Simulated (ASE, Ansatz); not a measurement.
## Convergence of a linear-scaling basis for twisted silicene bilayer, 77.90° (124 atoms)

Wanted: errors and times of a linear-scaling basis for twisted silicene bilayer, 77.90° (124 atoms). A setting counts as converged where the r.m.s. difference of forces stays under 1 % of the r.m.s. force.

Program: Ansatz 0.2.0. Level of theory: Kohn-Sham DFT, PBE+D3(BJ), PAW (set soft_2), plane waves. Results are calculated unless marked as measured.

**1. Starting point**

The cell holds 124 atoms: 124 Si. Its edges and angles: a = 21.492 Å, b = 21.492 Å, c = 16.170 Å, α = 90.0°, β = 90.0°, γ = 120.0°. It derives from Si (silicene). Silicene (a = 3.86 Å) under silicene (a = 3.86 Å), bilayer, commensurate cell of 31 unit cells a layer, twist 77.90 deg; facing planes 3.29 Å apart; 12 Å of vacuum; layers as built, displaced by a Gaussian of 0.01 Å. Regions: layer 1, 62 atoms (62 Si); layer 2, 62 atoms (62 Si). Vacuum lies along c.

Before any run, some limits are plain. Beside vacuum, support functions can miss their usual error bounds without a warning. Only the Γ point is sampled, in a cell whose shortest periodic width is 19 Å.

**2. Plane-wave single point**

This run is the reference for what follows, at a cutoff of 420 eV.

Contents of input.yaml:

```yaml
crystal:
  lattice:
    - [21.4916, 0.0, 0.0]
    - [-10.7458, 18.61227, 0.0]
    - [0.0, 0.0, 16.17]
  atoms:
    - { symbol: Si, position: [0.07574, 0.11844, 0.39789] }
    - { symbol: Si, position: [0.11881, 0.04289, 0.37144] }
    - { symbol: Si, position: [0.10818, 0.31296, 0.3994] }
    - { symbol: Si, position: [0.15078, 0.23714, 0.37024] }
    - { symbol: Si, position: [0.13939, 0.50542, 0.39853] }
    - { symbol: Si, position: [0.18317, 0.43017, 0.37143] }
    - { symbol: Si, position: [0.17281, 0.69976, 0.39871] }
    - { symbol: Si, position: [0.21494, 0.62343, 0.37104] }
    - { symbol: Si, position: [0.20444, 0.89296, 0.39818] }
    - { symbol: Si, position: [0.24741, 0.81681, 0.37121] }
    - { symbol: Si, position: [0.23602, 0.08595, 0.39861] }
    - { symbol: Si, position: [0.28036, 0.01147, 0.37099] }
    - { symbol: Si, position: [0.2694, 0.28045, 0.39878] }
    - { symbol: Si, position: [0.31197, 0.20406, 0.37217] }
    - { symbol: Si, position: [0.30089, 0.4731, 0.39813] }
    - { symbol: Si, position: [0.34457, 0.39829, 0.37151] }
    - { symbol: Si, position: [0.3342, 0.66707, 0.39839] }
    - { symbol: Si, position: [0.37652, 0.5906, 0.37186] }
    - { symbol: Si, position: [0.36625, 0.85983, 0.39801] }
    - { symbol: Si, position: [0.40802, 0.78536, 0.37176] }
    - { symbol: Si, position: [0.39706, 0.05248, 0.39707] }
    - { symbol: Si, position: [0.44068, 0.97753, 0.3701] }
    - { symbol: Si, position: [0.43056, 0.24757, 0.39845] }
    - { symbol: Si, position: [0.47328, 0.17159, 0.3699] }
    - { symbol: Si, position: [0.46239, 0.43993, 0.39828] }
    - { symbol: Si, position: [0.50566, 0.36602, 0.37069] }
    - { symbol: Si, position: [0.49419, 0.63441, 0.39818] }
    - { symbol: Si, position: [0.5372, 0.55915, 0.3703] }
    - { symbol: Si, position: [0.52551, 0.82779, 0.39826] }
    - { symbol: Si, position: [0.57014, 0.75212, 0.37144] }
    - { symbol: Si, position: [0.55877, 0.02136, 0.39719] }
    - { symbol: Si, position: [0.6013, 0.94548, 0.36954] }
    [... 86 atom lines left out ...]
    - { symbol: Si, position: [0.89265, 0.20412, 0.6286] }
    - { symbol: Si, position: [0.84961, 0.08672, 0.60199] }
    - { symbol: Si, position: [0.05305, 0.39678, 0.62873] }
    - { symbol: Si, position: [0.01009, 0.27968, 0.60203] }
    - { symbol: Si, position: [0.08595, 0.23615, 0.6286] }
    - { symbol: Si, position: [0.04291, 0.11841, 0.60269] }
kpoints:
  mp_grid: { grid: [1, 1, 1] }
hamiltonian:
  xc: pbe
  dispersion: d3bj
scf:
  occupations: { method: fermi_dirac, width: 0.025 }
output:
  forces: true
  populations: true
  dos:
    method: { smearing: { sigma: 0.15 } }
    de: 0.1
    projected:
      site_lists:
        Si: [Si]
        layer_1: [0, 1, 2, 3, 4, 5, 6, 7, 8, 9, 10, 11, 12, 13, 14, 15, 16, 17, 18, 19, 20, 21, 22, 23, 24, 25, 26, 27, 28, 29, 30, 31, 32, 33, 34, 35, 36, 37, 38, 39, 40, 41, 42, 43, 44, 45, 46, 47, 48, 49, 50, 51, 52, 53, 54, 55, 56, 57, 58, 59, 60, 61]
        layer_2: [62, 63, 64, 65, 66, 67, 68, 69, 70, 71, 72, 73, 74, 75, 76, 77, 78, 79, 80, 81, 82, 83, 84, 85, 86, 87, 88, 89, 90, 91, 92, 93, 94, 95, 96, 97, 98, 99, 100, 101, 102, 103, 104, 105, 106, 107, 108, 109, 110, 111, 112, 113, 114, 115, 116, 117, 118, 119, 120, 121, 122, 123]
  eigenvalues: true
```

Run with:

```sh
ansatz run input.yaml --threads 32 --pin off --max-ram 92160MiB --backend cuda --events-out ev --progress --plain --runs-dir out --max-vram 78GiB
```

Numbers of over 12 decimals in the logs are rounded to 6 here.

Output:

```text
Engine: ansatz 0.2.0, aarch64-unknown-linux-gnu
Pseudopotentials: kind: paw
Pseudopotential: Si, paw, valence charge 4, recommended cutoff 420 eV (normal), Si.paw.azcp
[... 5 lines on functional and potentials left out ...]
device memory: the entry about to start is reckoned to put 10.4 GiB on a device that reports 100.1 GiB free (of which the cap on the GPU budget leaves the run 78.0 GiB)
GPU FFT provider: cuFFT
GPU libraries: cuBLAS 13.8.1, cuFFT 12.4.0, cuSOLVER 12.3.2
GPU matrix products: emulated (plane waves: as basis.precision tells), large ones in fixed point in workspaces of 1.00 GiB
Crystal: 124 atoms, lattice volume = 6468.121 Å³
Basis set: ecut = 420 eV, 126271 PW (Γ), exchange–correlation on 288×288×240 points (8 copies of the dense FFT grid, shifted against one another)
Bands: 372, of which v1, the nominal top of the filled ones, is band 248 counted from 1 (247 counted from 0)
Symmetry: 1 space group operations
Space group: P1 (ITA 1), of the structure as read, at distance tolerance 1.9e-4 Å
k-points: 1
[... 3 lines on functional and potentials left out ...]
Initial density: superposition of atomic densities (neutral atoms: chi_scale 0, normalization atom), corrected by the library's trained network
Initial wavefunctions: pseudopotential atomic-orbital guess
GPU buffer pool allocated for 2488320 grid points (all kernels)
GPU transforms: local potential and band sums: pruned to the plane-wave sphere, on 144×144×120
Functional: x = pbe(κ = 0.804, μ = 0.219515), c = pbe(β = 0.066725)
SCF iter   1: F=—  HF=-78795.914600 eV  |F-HF|=—  |Δ(HF+E_count)|=         —  Δρ=1.80e-3  dr2=4.38e-1  ethr=1.77e-3  ⟨swp⟩=7.0  Hψ=1886  notcnv=0  defer=68
preconditioner: auto → Resta (q_TF=auto, 1.778 Å⁻¹)  ε∞=3.1  [insulator: Δε(μ)=0.259 eV  Ē_g=7.064 eV  σ=0.025 eV  W_gap=0.99  n_scr=596 (ndim 8)  ℏωp=10.3 eV  f_vac=0.473  D(μ)=1.64/eV (n_scr^D=0)  ε∞_Penn≈3.1  vacuum switching on, ρ_ref=3.6e-3 e/Å³]
SCF iter   2: F=—  HF=-78795.949489 eV  |F-HF|=—  |Δ(HF+E_count)|=   3.49e-2  Δρ=8.44e-4  dr2=1.10e-1  ethr=8.83e-5  ⟨swp⟩=3.0  Hψ=706  notcnv=0  defer=106
SCF iter   3: F=—  HF=-78795.955404 eV  |F-HF|=—  |Δ(HF+E_count)|=   5.91e-3  Δρ=5.33e-4  dr2=1.62e-1  ethr=2.22e-5  ⟨swp⟩=2.0  Hψ=421  notcnv=0  defer=106
SCF iter   4: F=—  HF=-78795.968331 eV  |F-HF|=—  |Δ(HF+E_count)|=   1.29e-2  Δρ=4.88e-4  dr2=3.40e-1  ethr=2.22e-5  ⟨swp⟩=2.0  Hψ=417  notcnv=0  defer=106
SCF iter   5: F=—  HF=-78795.948302 eV  |F-HF|=—  |Δ(HF+E_count)|=   2.00e-2  Δρ=2.00e-4  dr2=3.68e-2  ethr=2.22e-5  ⟨swp⟩=2.0  Hψ=380  notcnv=0  defer=106
SCF iter   6: F=—  HF=-78795.943784 eV  |F-HF|=—  |Δ(HF+E_count)|=   4.52e-3  Δρ=8.60e-5  dr2=3.25e-3  ethr=7.42e-6  ⟨swp⟩=2.0  Hψ=278  notcnv=0  defer=106
SCF iter   7: F=—  HF=-78795.954520 eV  |F-HF|=—  |Δ(HF+E_count)|=   1.07e-2  Δρ=5.08e-5  dr2=4.35e-4  ethr=6.56e-7  ⟨swp⟩=2.0  Hψ=294  notcnv=0  defer=106
SCF iter   8: F=—  HF=-78795.954686 eV  |F-HF|=—  |Δ(HF+E_count)|=   1.66e-4  Δρ=1.70e-5  dr2=4.89e-5  ethr=8.76e-8  ⟨swp⟩=2.0  Hψ=514  notcnv=0  defer=106
SCF iter   9: F=—  HF=-78795.953241 eV  |F-HF|=—  |Δ(HF+E_count)|=   1.44e-3  Δρ=1.02e-5  dr2=1.13e-4  ethr=9.85e-9  ⟨swp⟩=3.0  Hψ=682  notcnv=0  defer=106
SCF iter  10: F=—  HF=-78795.953239 eV  |F-HF|=—  |Δ(HF+E_count)|=   2.66e-6  Δρ=4.62e-6  dr2=4.64e-6  ethr=9.85e-9  ⟨swp⟩=2.0  Hψ=387  notcnv=0  defer=106
SCF iter  11: F=—  HF=-78795.953240 eV  |F-HF|=—  |Δ(HF+E_count)|=   1.55e-6  Δρ=2.43e-6  dr2=1.78e-6  ethr=9.35e-10  ⟨swp⟩=2.0  Hψ=381  notcnv=0  defer=106
SCF iter  12: F=—  HF=-78795.953241 eV  |F-HF|=—  |Δ(HF+E_count)|=   4.80e-7  Δρ=1.52e-6  dr2=2.54e-6  ethr=3.58e-10  ⟨swp⟩=2.0  Hψ=410  notcnv=0  defer=106
SCF iter  13: F=—  HF=-78795.953241 eV  |F-HF|=—  |Δ(HF+E_count)|=   1.09e-7  Δρ=6.53e-7  dr2=1.47e-7  ethr=3.58e-10  ⟨swp⟩=2.0  Hψ=279  notcnv=0  defer=106
SCF iter  14: F=-78795.953241 eV  HF=-78795.953241 eV  |F-HF|=1.33e-8  |Δ(HF+E_count)|=   3.44e-8  Δρ=3.28e-7  dr2=3.54e-8  ethr=2.02e-11  ⟨swp⟩=23.0  Hψ=2753  notcnv=0
SCF 1 converged in 14 iterations: F = -78795.953241 eV  dr2 = 3.54e-8
  greatest PAW one-centre occupation: 0.651 electrons in one spin orbital (limit 2), on the Si atom at site 39 (counted from 0), in its partial waves of l = 0
SCF converged after 14 iterations
Free energy (F): -78795.953241 eV
Harris-Foulkes:  -78795.953241 eV  (|F-HF|=1.33e-8)
Internal energy: -78795.946601 eV  (E = F + TS)
E sigma→0 (E₀):  -78795.949921 eV
Entropy (-TS):   -0.006640 eV (-0.054 meV/atom)
Fermi energy:    -0.356440 eV
--- Per-component energies (eV) ---
  E_band       = -2676.417772
  E_kinetic    = 4844.181438
  E_local      = -55035.768580  (includes V_loc(G=0)·N_el)
  E_nonlocal   = 3243.933119
  E_hartree    = 25111.048867
  E_xc         = -6743.758429
  E_vxc        = -5656.638219  (∫ρ·V_xc dr)
  E_paw        = -63572.506987  (= ΣΔE_a)
  E_vpaw       = -294.211008  (= ΣTr[D̂ρ^β])
  E_aug_tail   = 0.000785  (compensation charges beyond the density's cutoff)
  E_ewald      = 13390.569193
  E_disp       = -33.646006  (pairwise vdW)
  E_smearing   = -0.006640  (= −TS)
  E_closure    = 0.000000  (closes the sum)
  Σ components = -78795.953241   (vs F -78795.953241, Δ=0.00e0)
--- Forces (eV/Å), atoms counted from 1 ---
[... 124 lines of forces left out ...]
  max |Σ_I F_I| component: 3.68e-5 eV/Å
--- Band table (eV) ---
[... left out ...]
--- Löwdin populations: 124 sites ---
  site symbol       q [e]
[... 124 lines, one an atom, left out ...]
  spilling = 0.012261 (of n_electrons = 496.000000)
```

The job ended after 3.4 s (1 × NVIDIA GB200 with 32 threads of Arm Neoverse V2, shared host; peak memory 1.5 GiB; 11 s of CPU time).

That memory is the host's; the program planned up to 10.4 GiB on the GPU. Forces of this run were stored rounded, and per-atom blocks of the log weren't kept.

Numbers from this run:

| Item | Value |
| --- | --- |
| free energy | -78795.9532 eV |
| free energy per atom | -635.4512 eV/atom |
| SCF cycles | 14 |
| r.m.s. force component | 0.2074 eV/Å |
| longest force | 0.6452 eV/Å |
| Fermi energy | -0.3564 eV |
| spilling of the projection | 0.01226 |

Length of the force by element:

| element | coordination | atoms | mean length of the force (eV/Å) | spread | least | most |
| --- | --- | --- | --- | --- | --- | --- |
| Si | all | 124 | 0.34 | 0.116 | 0.0446 | 0.645 |

The mean of these charges, 0.049 e, is only the charge that the projection spills.

Löwdin charges by element (they lack the spilled electrons, 0.049 e an atom on average):

| element | coordination | atoms | mean charge (e) | spread | least | most |
| --- | --- | --- | --- | --- | --- | --- |
| Si | all | 124 | 0.049 | 0.012 | 0.029 | 0.0723 |

By region:

| region | atoms | mean length of the force (eV/Å) |
| --- | --- | --- |
| layer 1 | 62 | 0.325 |
| layer 2 | 62 | 0.355 |

States in the cell by windows of 1 eV, zero at the Fermi level; some projections on atomic orbitals stand beside the total:

| from (eV) | to (eV) | total | Si p | layer 1 | layer 2 | Si s |
| --- | --- | --- | --- | --- | --- | --- |
| -13 | -12 | 0.0 | 0.0 | 0.0 | 0.0 | 0.0 |
| -12 | -11 | 10.4 | 1.2 | 5.1 | 5.2 | 9.2 |
| -11 | -10 | 37.3 | 7.7 | 18.4 | 18.5 | 29.2 |
| -10 | -9 | 44.7 | 12.7 | 22.1 | 22.2 | 31.6 |
| -9 | -8 | 31.6 | 10.2 | 15.9 | 15.5 | 21.2 |
| -8 | -7 | 41.5 | 20.8 | 20.4 | 20.6 | 20.1 |
| -7 | -6 | 24.9 | 13.3 | 12.3 | 12.3 | 11.3 |
| -6 | -5 | 29.3 | 16.4 | 14.6 | 14.4 | 12.6 |
| -5 | -4 | 28.0 | 26.3 | 13.8 | 13.8 | 1.3 |
| -4 | -3 | 70.1 | 60.5 | 34.4 | 34.8 | 8.7 |
| -3 | -2 | 72.3 | 69.1 | 35.7 | 35.6 | 2.1 |
| -2 | -1 | 75.8 | 72.7 | 37.6 | 37.2 | 2.1 |
| -1 | 0 | 30.9 | 28.7 | 15.2 | 15.2 | 1.7 |
| 0 | 1 | 35.3 | 31.5 | 16.8 | 16.8 | 2.1 |
| 1 | 2 | 97.8 | 61.7 | 43.2 | 43.4 | 24.9 |

Not all projections were asked for or kept, so they needn't add up to the total.

The levels nearest the highest filled one (over half full), pooled over k-points and spins:

| level less the highest filled one (eV) | occupation |
| --- | --- |
| -0.0974 | 2 |
| -0.0768 | 2 |
| -0.0675 | 2.00 |
| -0.026 | 2.00 |
| -0.0218 | 2.00 |
| 0 | 1.99 |
| 0.267 | 0.009 |
| 0.295 | 0.003 |
| 0.298 | 0.003 |
| 0.303 | 0.002 |
| 0.317 | 0.001 |
| 0.340 | 0.001 |

Löwdin charges run from +0.03 to +0.07 e, about a mean that is the spilled charge alone. Within 0.4 eV of the Fermi level the largest share is Si p (95 % of the projected weight).

**3. Distances and neighbours**

These statistics describe the geometry on which the runs were made.

Normalised to the volume that the atoms fill. Pair distribution function in bins of 0.2 Å:

| r (Å) | total |
| --- | --- |
| 2.20 | 4.55 |
| 2.40 | 0.07 |
| 2.60 | 0.00 |
| 2.80 | 0.00 |
| 3.00 | 0.00 |
| 3.20 | 0.01 |
| 3.40 | 0.09 |
| 3.60 | 0.10 |
| 3.80 | 3.55 |
| 4.00 | 0.22 |
| 4.20 | 0.34 |
| 4.40 | 1.50 |
| 4.60 | 0.45 |
| 4.80 | 0.29 |
| 5.00 | 0.33 |
| 5.20 | 0.22 |
| 5.40 | 0.35 |
| 5.60 | 0.31 |
| 5.80 | 0.49 |
| 6.00 | 1.36 |
| 6.20 | 0.20 |
| 6.40 | 0.35 |
| 6.60 | 1.07 |
| 6.80 | 0.42 |
| 7.00 | 0.24 |
| 7.20 | 0.16 |
| 7.40 | 0.28 |
| 7.60 | 0.21 |

Bonds by pair of elements; cutoffs follow the first minimum of g(r), held within bounds set by covalent radii, and pairs that aren't listed don't count as bonded:

| pair A-B | cutoff (Å) | bonds | mean length (Å) | spread (Å) | shortest (Å) | B about A | A about B |
| --- | --- | --- | --- | --- | --- | --- | --- |
| Si-Si | 2.68 | 186 | 2.27 | 0.013 | 2.23 | 3 | 3 |

How many atoms have how many bonded neighbours:

| element | mean | 3 |
| --- | --- | --- |
| Si | 3 | 124 |

Bond angles, per cent of each kind in bins of 5°:

| angle (°) | Si-Si-Si |
| --- | --- |
| 110–115 | 0.3 |
| 115–120 | 99.7 |

Bond angles (no mean is given where the spread exceeds 20°):

| angle | count | mean (°) | spread (°) |
| --- | --- | --- | --- |
| Si-Si-Si | 372 | 116 | 0.6 |

Counting bonds as in the table, all Si atoms have 3 bonded neighbours. The Si-Si-Si angle averages 116° with a spread of 0.6°.

The surroundings of Si64, which bears the longest force, nearest first, numbered as they follow in the input and with coordinates relative to it.

| atom | x | y | z | distance (Å) | bonds | Löwdin charge (e) | Fx | Fy | Fz (eV/Å) |
| --- | --- | --- | --- | --- | --- | --- | --- | --- | --- |
| Si64 | 0.00 | 0.00 | 0.00 | 0.00 | 3 | 0.04 | 0.55 | 0.25 | -0.23 |
| Si111 | -1.70 | -1.40 | 0.43 | 2.25 | 3 | 0.07 | -0.51 | 0.03 | 0.06 |
| Si63 | -0.33 | 2.22 | 0.44 | 2.28 | 3 | 0.05 | -0.15 | -0.10 | 0.12 |
| Si65 | 2.11 | -0.78 | 0.44 | 2.30 | 3 | 0.06 | -0.49 | -0.03 | 0.07 |
| Si59 | -1.38 | -1.20 | -3.27 | 3.75 | 3 | 0.06 | 0.16 | -0.12 | 0.23 |
| Si112 | -1.36 | -3.59 | 0.00 | 3.84 | 3 | 0.03 | 0.00 | -0.18 | -0.24 |
| Si66 | 2.44 | -2.99 | 0.01 | 3.86 | 3 | 0.03 | 0.20 | -0.02 | -0.29 |
| Si84 | -2.41 | 3.02 | 0.01 | 3.86 | 3 | 0.04 | 0.18 | -0.06 | -0.39 |
| Si104 | -3.82 | -0.59 | 0.01 | 3.86 | 3 | 0.04 | 0.41 | -0.03 | -0.27 |
| Si68 | 3.82 | 0.62 | 0.00 | 3.87 | 3 | 0.05 | 0.39 | 0.04 | -0.31 |
| Si96 | 1.40 | 3.62 | 0.01 | 3.88 | 3 | 0.06 | 0.27 | -0.12 | -0.27 |
| Si9 | 1.05 | 1.82 | -3.29 | 3.90 | 3 | 0.04 | 0.18 | -0.15 | 0.21 |
| Si62 | -1.02 | 1.00 | -3.72 | 3.98 | 3 | 0.05 | 0.00 | -0.02 | -0.15 |

The column of bonds counts only the pairs Si-Si within 2.68 Å; other neighbours, such as metal atoms beside each other in a compound, aren't counted, and periodic images can show an atom twice.

**4. Support functions medium**

With localised support functions most steps grow linearly with size, though the diagonalisation grows faster unless the density matrix is cut; this run measures error and cost at this size. The level medium gives here a grid of 90×90×72 points and a radius of 4.56 Å.

This step: Kohn-Sham DFT, PBE+D3(BJ), PAW (set soft_2), localised support functions (medium) (Ansatz 0.2.0).

input.yaml, the sections that differ from step 2:

```yaml
scf:
  occupations: { method: fermi_dirac, width: 0.025 }
  eigensolver: { kind: { support_functions: { accuracy: medium } } }
  mixing: { beta: 0.4 }
  max_iter: 150
output:
  forces: true
  eigenvalues: true
# crystal, kpoints, hamiltonian: as in step 2
```

Output:

```text
Warning: scf.eigensolver.kind.support_functions: disabling space-group detection — the functions' gradient is summed over unrotated k-points, so no spatial operation reduces the k-mesh or symmetrises the density; time reversal is kept, so that k and −k are solved as one point where they differ and the mesh holds both, and exact exchange and, on two spinor components, a DFT+U term hold to it where the run has them: [...]
settings of this run that can trade accuracy for cost: scf.eigensolver.kind.support_functions [...]
[...]
GPU FFT provider: cuFFT
GPU libraries: cuBLAS 13.8.1, cuFFT 12.4.0, cuSOLVER 12.3.2
[...]
Crystal: 124 atoms, lattice volume = 6468.121 Å³
Basis set: ecut = 420 eV, 126271 PW (Γ), exchange–correlation on 288×288×240 points (8 copies of the dense FFT grid, shifted against one another)
Bands: 298, of which v1, the nominal top of the filled ones, is band 248 counted from 1 (247 counted from 0)
[... 1 set-up line as in the run before ...]
k-points: 1
[...]
GPU buffer pool allocated for 2488320 grid points (all kernels)
Eigensolver: Support functions (medium, 90×90×72 points, laid for a spacing of at most 0.257060 Å, radius 4.555285 Å, 163 sites without an atom, 0 species' potentials softened for the grid, 1 wholly corrected for its errors in the mean over positions, 1 with the egg-box correction, energy correction by exact trace)
[...]
SCF iter   1: F=—  HF=-78772.199333 eV  |F-HF|=—  |Δ(HF+E_count)|=         —  Δρ=2.17e-2  dr2=3.14e1  ethr=1.00e-1
[...]
SCF iter  14: F=—  HF=-78795.981793 eV  |F-HF|=—  |Δ(HF+E_count)|=   1.17e-3  Δρ=4.60e-6  dr2=2.57e-6  ethr=2.51e-9  κ⁻¹=4.9e-6(r=7)
SCF iter  15: F=-78795.982074 eV  HF=-78795.982023 eV  |F-HF|=5.12e-5  |Δ(HF+E_count)|=   2.30e-4  Δρ=1.42e-6  dr2=2.44e-7  ethr=5.18e-10
SCF 1 converged in 15 iterations: F = -78795.988803 eV  dr2 = 2.44e-7
[...]
SCF converged after 15 iterations
Stability not checked: this state was not tested for a lower state beside it, because the mixer in use, unlike msr1, does not test its closes by its own steps (another_mixer; see scf.mixing.algorithm and scf.lower_state_search)
Free energy (F): -78795.988803 eV
[...]
Internal energy: -78795.982190 eV  (E = F + TS)
E sigma→0 (E₀):  -78795.985497 eV
Entropy (-TS):   -0.006613 eV (-0.053 meV/atom)
Fermi energy:    -0.356225 eV
[...]
Σ components = -78795.988803   (vs F -78795.988803, Δ=0.00e0)
--- Forces (eV/Å), atoms counted from 1 ---
[... 124 lines of forces left out ...]
  max |Σ_I F_I| component: 1.52e-3 eV/Å
--- Band table (eV) ---
[... left out ...]
```

Elapsed: 5.3 s, on 1 × NVIDIA GB200 with 32 threads; peak memory 1.6 GiB; 14 s of CPU time.

That memory is the host's; the program planned up to 5.6 GiB on the GPU.

The program notes that the band table was not solved further than the SCF left it and it switched symmetry off. Further notices: vacuum switching off with vacuum.

Keys that differ from the reference: support_functions.accuracy = "medium", scf.max_iter = 150 and scf.mixing.beta = 0.4.

Forces differ from the reference by 0.092 meV/Å r.m.s., 0.044 % of their size, well within a tolerance of 1 %; the energy by -0.29 meV/atom. The two runs also began from different starting densities, which bears on cycles and time.

**5. The ladder side by side**

Each row is set against the plane-wave reference (Kohn-Sham DFT, PBE+D3(BJ), PAW (set soft_2), plane waves; r.m.s. force component 0.207 eV/Å). Energies are set beside the reference only for runs with its functional, potentials and electron count. Times are for 1 × NVIDIA GB200 with 32 threads of Arm Neoverse V2, shared host. The reference's time includes the DOS, which some other runs skip.

| run | Δ force, r.m.s. (meV/Å) | share of r.m.s. force (%) | Δ energy (meV/atom) | cycles | time | host memory (GiB) | planned on the GPU (GiB) |
| --- | --- | --- | --- | --- | --- | --- | --- |
| reference | - | - | - | 14 | 3.4 s | 1.5 | 10 |
| support functions medium | 0.092 | 0.0444 | -0.287 | 15 | 5.3 s | 1.6 | 5.6 |

**6. What came out**

```json
{
  "free energy per atom": "-635.4512 eV/atom",
  "r.m.s. force component": "0.2074 eV/Å",
  "wall time of the 2 DFT runs": "8.7 s"
}
```

What this shows: Against plane waves at 420 eV, the forces differ by 0.092 meV/Å (0.044 %) with support functions medium. At 124 atoms the run with support functions medium takes roughly 1.6 times the time of plane waves (whose run also made extra analyses, so the like-for-like ratio is larger), in 15 SCF cycles against 14. Differences between support functions and plane waves include what basis error the plane-wave run still has.

No gap is quoted: the bands of a honeycomb sheet meet or nearly meet at one point of the zone, so the spacing of levels depends on whether the mesh holds it and on how the neighbours disturb the sheet. Counting bonds as in the table, all Si atoms have 3 bonded neighbours.

What to keep in mind: The geometry was built by rule, was displaced at random and isn't relaxed at this level: its force components are 0.21 eV/Å r.m.s.

[Logs are printed without paths, hosts, clocks, repeated set-up lines and the standing remarks that a program may print on its own settings, such as how far it seeks lower states.]

[Hosts, paths, dates, database ids (printed as entryN), source tags and the programs' standing remarks are cut or masked in the printed files.]
